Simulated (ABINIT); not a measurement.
# HfPbO3 (Pm-3m): zone-centre phonons

Aim: the zone-centre modes of HfPbO3 (Pm-3m).

Method: DFT LDA, scalar-relativistic, plane waves, PseudoDojo norm-conserving pseudopotentials, in ABINIT 10.8.3.

Report form: the programs' logs are mostly left out.

## (1) The starting structure

Symmetry: Pm-3m, No. 221, cubic system. Conventional cell: a = 4.155 Å, b = 4.155 Å, c = 4.155 Å, α = 90.00°, β = 90.00°, γ = 90.00°. Nearest to Hf lie 6 O at 2.08 Å. Nearest to Pb lie 12 O at 2.94 Å. Nearest to O lie 2 Hf at 2.08 Å. Farther neighbours and most contacts between anions are not listed.

## (2) A probe with smearing

A first run with smearing and empty bands tells whether the crystal has a gap, which decides between fixed occupations and smearing later on.

probe.abi reads:

```
# ground state
tolvrs 1.0d-08
prtden 1
prtwf 1

# basis, mesh and filling
ecut 36.0
ngkpt 4 4 4
nshiftk 1
shiftk 0.0 0.0 0.0
istwfk *1
occopt 7
tsmear 0.005
nband 31
nstep 100
diemac 9.0
prtebands 0
prtgsr 0
useylm 1

# cell and atoms
acell 3*1.0 Angstrom
rprim 
    4.155481 0.0 0.0
    0.0 4.155481 0.0
    0.0 0.0 4.155481
ntypat 3
znucl 72 82 8
natom 5
typat 1 2 3 3 3
xred 
    0.5 0.5 0.5
    0.0 0.0 0.0
    0.0 0.5 0.5
    0.5 0.0 0.5
    0.5 0.5 0.0
pp_dirpath "./pseudo"
pseudos "Hf.upf, Pb.upf, O.upf"
```

Started as:

```
$ OMP_NUM_THREADS=1 mpirun -n 4 abinit probe.abi > probe.log
```

Elapsed: 20 s, on 4 MPI ranks of Arm Neoverse V2, shared host; 79 s of CPU time.

Numbers from this step:

```yaml
volume_per_atom: 14.35 Å³
pressure: -12.04 GPa
gap_on_the_k_mesh: 2.303 eV
```

A gap of 2.3 eV opens on this mesh, so the crystal is taken as an insulator; the printed pressure holds the stress of the finite basis too.

## (3) Relaxation

The harmonic expansion needs vanishing forces, and a free crystal bears no stress, so cell and atoms are brought to rest. Stress is more sensitive to the basis than forces are: the last 3 Ha under the cutoff are smoothed with ecutsm, and the cutoff is raised above that of the later runs.

relax.abi reads:

```
# relaxation
ionmov 2
optcell 2
dilatmx 1.08
ntime 40
tolmxf 1.0d-05
tolvrs 1.0d-14
prtwf 0
prtden 0
chksymtnons 0

# basis, mesh and filling
ecut 44.0
ecutsm 3.0
ngkpt 6 6 6
nshiftk 1
shiftk 0.0 0.0 0.0
istwfk *1
occopt 1
nband 22
nstep 100
diemac 9.0
prtebands 0
prtgsr 0
useylm 1

# cell and atoms
acell 3*1.0 Angstrom
rprim 
    4.155481 0.0 0.0
    0.0 4.155481 0.0
    0.0 0.0 4.155481
ntypat 3
znucl 72 82 8
natom 5
typat 1 2 3 3 3
xred 
    0.5 0.5 0.5
    0.0 0.0 0.0
    0.0 0.5 0.5
    0.5 0.0 0.5
    0.5 0.5 0.0
pp_dirpath "./pseudo"
pseudos "Hf.upf, Pb.upf, O.upf"
```

Started as:

```
$ OMP_NUM_THREADS=1 mpirun -n 4 abinit relax.abi > relax.log
```

It took 3.5 min on 4 MPI ranks; 14 min of CPU time.

The steps of the relaxation:

```
step  energy less that of the first step (eV)  largest force (eV/Å)  volume (Å³)
   1                                   0.0000                0.0000        71.76
   2                                  -0.1329                0.0000        69.30
   3                                  -0.1741                0.0000        66.88
   4                                  -0.1746                0.0000        67.11
   5                                  -0.1746                0.0000        67.10
```

| conventional cell, symmetrised | before | after | change |
| --- | --- | --- | --- |
| a (Å) | 4.155 | 4.064 | -2.2 % |
| b (Å) | 4.155 | 4.064 | -2.2 % |
| c (Å) | 4.155 | 4.064 | -2.2 % |
| volume (Å³/atom) | 14.35 | 13.42 | -6.5 % |

Final coordinates:

```cif
data_structure
_symmetry_space_group_name_H-M 'P 1'
_symmetry_Int_Tables_number 1
_cell_length_a 4.0636
_cell_length_b 4.0636
_cell_length_c 4.0636
_cell_angle_alpha 90.000
_cell_angle_beta 90.000
_cell_angle_gamma 90.000
_cell_volume 67.10
loop_
_atom_site_label
_atom_site_type_symbol
_atom_site_fract_x
_atom_site_fract_y
_atom_site_fract_z
_atom_site_occupancy
Hf1 Hf 0.50000 0.50000 0.50000 1
Pb2 Pb 0.00000 0.00000 0.00000 1
O3 O 0.00000 0.50000 0.50000 1
O4 O 0.50000 0.00000 0.50000 1
O5 O 0.50000 0.50000 0.00000 1
```

Numbers from this step:

```
volume per atom : 13.42 Å³
pressure        : -1.24e-4 GPa
```

The volume changes by -6.5 % in this run and stands -6.5 % from the first cell.

## (4) Ground state

The response is built on these wavefunctions, so the potential is converged far more tightly than an energy would need.

gs.abi reads:

```
# ground state
tolvrs 1.0d-16
prtden 1
prtwf 1

# basis, mesh and filling
ecut 36.0
ngkpt 6 6 6
nshiftk 1
shiftk 0.0 0.0 0.0
istwfk *1
occopt 1
nband 22
nstep 100
diemac 9.0
prtebands 0
prtgsr 0
useylm 1

# cell and atoms
acell 3*1.0 Angstrom
rprim 
    4.063551486 0.0 0.0
    0.0 4.063551486 0.0
    0.0 0.0 4.063551486
ntypat 3
znucl 72 82 8
natom 5
typat 1 2 3 3 3
xred 
    0.5 0.5 0.5
    0.0 0.0 0.0
    0.0 0.5 0.5
    0.5 0.0 0.5
    0.5 0.5 0.0
pp_dirpath "./pseudo"
pseudos "Hf.upf, Pb.upf, O.upf"
```

Started as:

```
$ OMP_NUM_THREADS=1 mpirun -n 4 abinit gs.abi > gs.log
```

The job ended after 36 s (4 MPI ranks).

This step gave:

```
pressure : -0.8488 GPa
```

The cell stands at -0.85 GPa: the relaxation ran with a smoothed and higher cutoff, and the difference is a stress of the finite basis.

## (5) The gap at rest

Empty bands on the ground state's density check that the gap assumed so far is there in this cell.

gap.abi reads:

```
# empty bands on the ground state's density
iscf -2
getden_filepath "gso_DEN"
tolwfr 1.0d-12
nbdbuf 2
prtwf 0

# basis, mesh and filling
ecut 36.0
ngkpt 6 6 6
nshiftk 1
shiftk 0.0 0.0 0.0
istwfk *1
occopt 1
nband 26
nstep 100
diemac 9.0
prtebands 0
prtgsr 0
useylm 1

# cell and atoms
acell 3*1.0 Angstrom
rprim 
    4.063551486 0.0 0.0
    0.0 4.063551486 0.0
    0.0 0.0 4.063551486
ntypat 3
znucl 72 82 8
natom 5
typat 1 2 3 3 3
xred 
    0.5 0.5 0.5
    0.0 0.0 0.0
    0.0 0.5 0.5
    0.5 0.0 0.5
    0.5 0.5 0.0
pp_dirpath "./pseudo"
pseudos "Hf.upf, Pb.upf, O.upf"
```

Started as:

```
$ OMP_NUM_THREADS=1 mpirun -n 4 abinit gap.abi > gap.log
```

Run time: 25 s. Hardware: 4 MPI ranks.

This step gave:

```yaml
gap_on_the_k_mesh: 2.409 eV
```

In this cell the gap on the mesh is 2.4 eV, direct, so fixed occupations hold.

## (6) Linear response at Γ

The derivative of the wavefunctions by k comes first, since the response to a field is built on it; then the field and the displacements that symmetry doesn't supply are solved at q = 0.

It reads the wavefunctions written in step 4.

dfpt_gamma.abi reads:

```
ndtset 2

# common to the responses
getwfk_filepath "gso_WFK"
kptopt 2
nqpt 1
qpt 0.0 0.0 0.0
asr 0
chneut 0

# d/dk
rfelfd1 2
rfdir1 1 1 1
iscf1 -3
tolwfr1 1.0d-20

# displacements, field
rfphon2 1
rfatpol2 1 5
rfdir2 1 1 1
rfelfd2 3
getddk2 1
tolvrs2 1.0d-10
prtwf2 0

# basis, mesh and filling
ecut 36.0
ngkpt 6 6 6
nshiftk 1
shiftk 0.0 0.0 0.0
istwfk *1
occopt 1
nband 22
nstep 100
diemac 9.0
prtebands 0
prtgsr 0
useylm 1

# cell and atoms
acell 3*1.0 Angstrom
rprim 
    4.063551486 0.0 0.0
    0.0 4.063551486 0.0
    0.0 0.0 4.063551486
ntypat 3
znucl 72 82 8
natom 5
typat 1 2 3 3 3
xred 
    0.5 0.5 0.5
    0.0 0.0 0.0
    0.0 0.5 0.5
    0.5 0.0 0.5
    0.5 0.5 0.0
pp_dirpath "./pseudo"
pseudos "Hf.upf, Pb.upf, O.upf"
```

Started as:

```
$ OMP_NUM_THREADS=1 mpirun -n 4 abinit dfpt_gamma.abi > dfpt_gamma.log
```

It took 14 min on 4 MPI ranks.

Numbers from this step:

| Property | Result |
| --- | --- |
| miss of the charge sum rule | 0.01617 e |
| largest acoustic frequency at the zone centre before the sum rule | 1.39 cm⁻¹ |
| highest optical zone-centre mode (no LO-TO term) | 595.9 cm⁻¹ |
| lowest optical zone-centre mode | -119.7 cm⁻¹ |
| mean high-frequency dielectric constant | 6.688 |
| largest Born charge in size (third of the trace) | 5.696 e |

Born charge (rows field, columns displacement), before the sum rule (e), principal values of the symmetric part by kind of site:

```
atom  atoms with these values    low  middle   high   mean
 Hf1                        1   5.70    5.70   5.70   5.70
 Pb2                        1   3.92    3.92   3.92   3.92
  O3                        3  -4.60   -2.52  -2.52  -3.21
```

In full for Pb2:

```
3.92 0.00 0.00
0.00 3.92 0.00
0.00 0.00 3.92
```

High-frequency dielectric tensor:

```
6.69 0.00 0.00
0.00 6.69 0.00
0.00 0.00 6.69
```

The acoustic modes at Γ come out as far as 1.4 cm⁻¹ from zero, where they should vanish, a small numerical error; the Born charges miss their sum rule by 0.016 e, which is good. The lowest optical mode is imaginary, 120i cm⁻¹, an instability at this level and on this k mesh.

## (7) Modes with the sum rule

anaddb reads the merged derivatives, imposes the acoustic sum rule and charge neutrality, and adds the LO-TO term along chosen directions.

anaddb.abi reads:

```
ddb_filepath "gamma_DDB"
output_file "anaddb.abo"
outdata_prefix "anaddb"
asr 1
chneut 1
enunit 2
eivec 1
nph1l 1
qph1l 0.0 0.0 0.0 1.0
dieflag 2
nph2l 3
qph2l 
    1.0 0.0 0.0 0.0
    0.0 0.0 1.0 0.0
    1.0 1.0 1.0 0.0
```

mrgddb.in reads:

```
gamma_DDB
merged
2
dfpt_gammao_DS2_DDB
gso_DDB
```

Started as:

```
$ mrgddb < mrgddb.in > mrgddb.log
$ OMP_NUM_THREADS=1 anaddb anaddb.abi > anaddb.log
```

It took 0.52 s on 1 thread.

Read from the output:

```yaml
lowest_optical_zone_centre_mode: -119.8 cm⁻¹
highest_mode_moved_by_the_lo_to_term: 705.9 cm⁻¹
```

No LO-TO term; unit eigenvectors of the mass-weighted matrix, from anaddb's displacements. Modes at Γ, with each element's share of the kinetic energy (negative means imaginary):

```csv
mode,frequency (cm⁻¹),symmetry,Hf %,Pb %,O %
1,-119.8,T1u,5,32,63
2,-119.8,T1u,5,32,63
3,-119.8,T1u,5,32,63
4,0.0,acoustic,41,48,11
5,0.0,acoustic,41,48,11
6,0.0,acoustic,41,48,11
7,109.1,T2u,0,0,100
8,109.1,T2u,0,0,100
9,109.1,T2u,0,0,100
10,143.7,T1u,51,20,29
11,143.7,T1u,51,20,29
12,143.7,T1u,51,20,29
13,595.9,T1u,3,0,97
14,595.9,T1u,3,0,97
15,595.9,T1u,3,0,97
```

Displacements in mode 2 (-119.8 cm⁻¹), the largest set to 1:
```
Hf1  0.00 -0.13  0.00
Pb2  0.00  0.30  0.00
O3   0.00 -1.00  0.00
O4   0.00 -0.43  0.00
O5   0.00 -1.00  0.00
```

Displacements in mode 11 (143.7 cm⁻¹), the largest set to 1:
```
Hf1  0.00 -0.57  0.00
Pb2  0.00  0.33  0.00
O3   0.00  1.00  0.00
O4   0.00  0.09  0.00
O5   0.00  1.00  0.00
```

With imaginary modes the relaxed-ion tensors have no meaning and are not tabulated.

The rule moves no optical mode by more than 0.2 cm⁻¹.

## (8) Results

```
space group after relaxation                                           : Pm-3m
volume per atom                                                        : 13.4 Å³
highest optical zone-centre mode (no LO-TO term)                       : 595.9 cm⁻¹
lowest optical zone-centre mode                                        : -119.8 cm⁻¹
highest mode moved by the LO-TO term                                   : 705.9 cm⁻¹
mean high-frequency dielectric constant                                : 6.69
largest Born charge in size (third of the trace)                       : 5.70 e
imaginary optical modes at the zone centre (no q mesh in this session) : yes
```

What this shows: At the LDA level the optical modes of HfPbO3 (Pm-3m) at the zone centre (no LO-TO term) run from 120i to 596 cm⁻¹, so the structure is a saddle point, with 3 modes beyond 10i cm⁻¹ there. The base run prints -0.85 GPa, mostly the error of a finite basis; the relaxation, with a smoothed and higher cutoff, had brought the cell to rest. Along the directions run, the highest mode that the macroscopic field moves lies at 706 cm⁻¹. These are harmonic frequencies at zero temperature: anharmonic shifts and linewidths and thermal expansion are left out. Spin-orbit coupling is left out, which can matter for the heavy elements here. The structure comes from a database and need not be the phase that is stable at ambient conditions.

[Host names and launcher messages were left out of these logs when they were recorded.]

[Logs are printed without paths, hosts, clocks, repeated set-up lines and the standing remarks that a program may print on its own settings, such as how far it seeks lower states.]

[Hosts, paths, dates, database ids (printed as entryN), source tags and the programs' standing remarks are cut or masked in the printed files.]
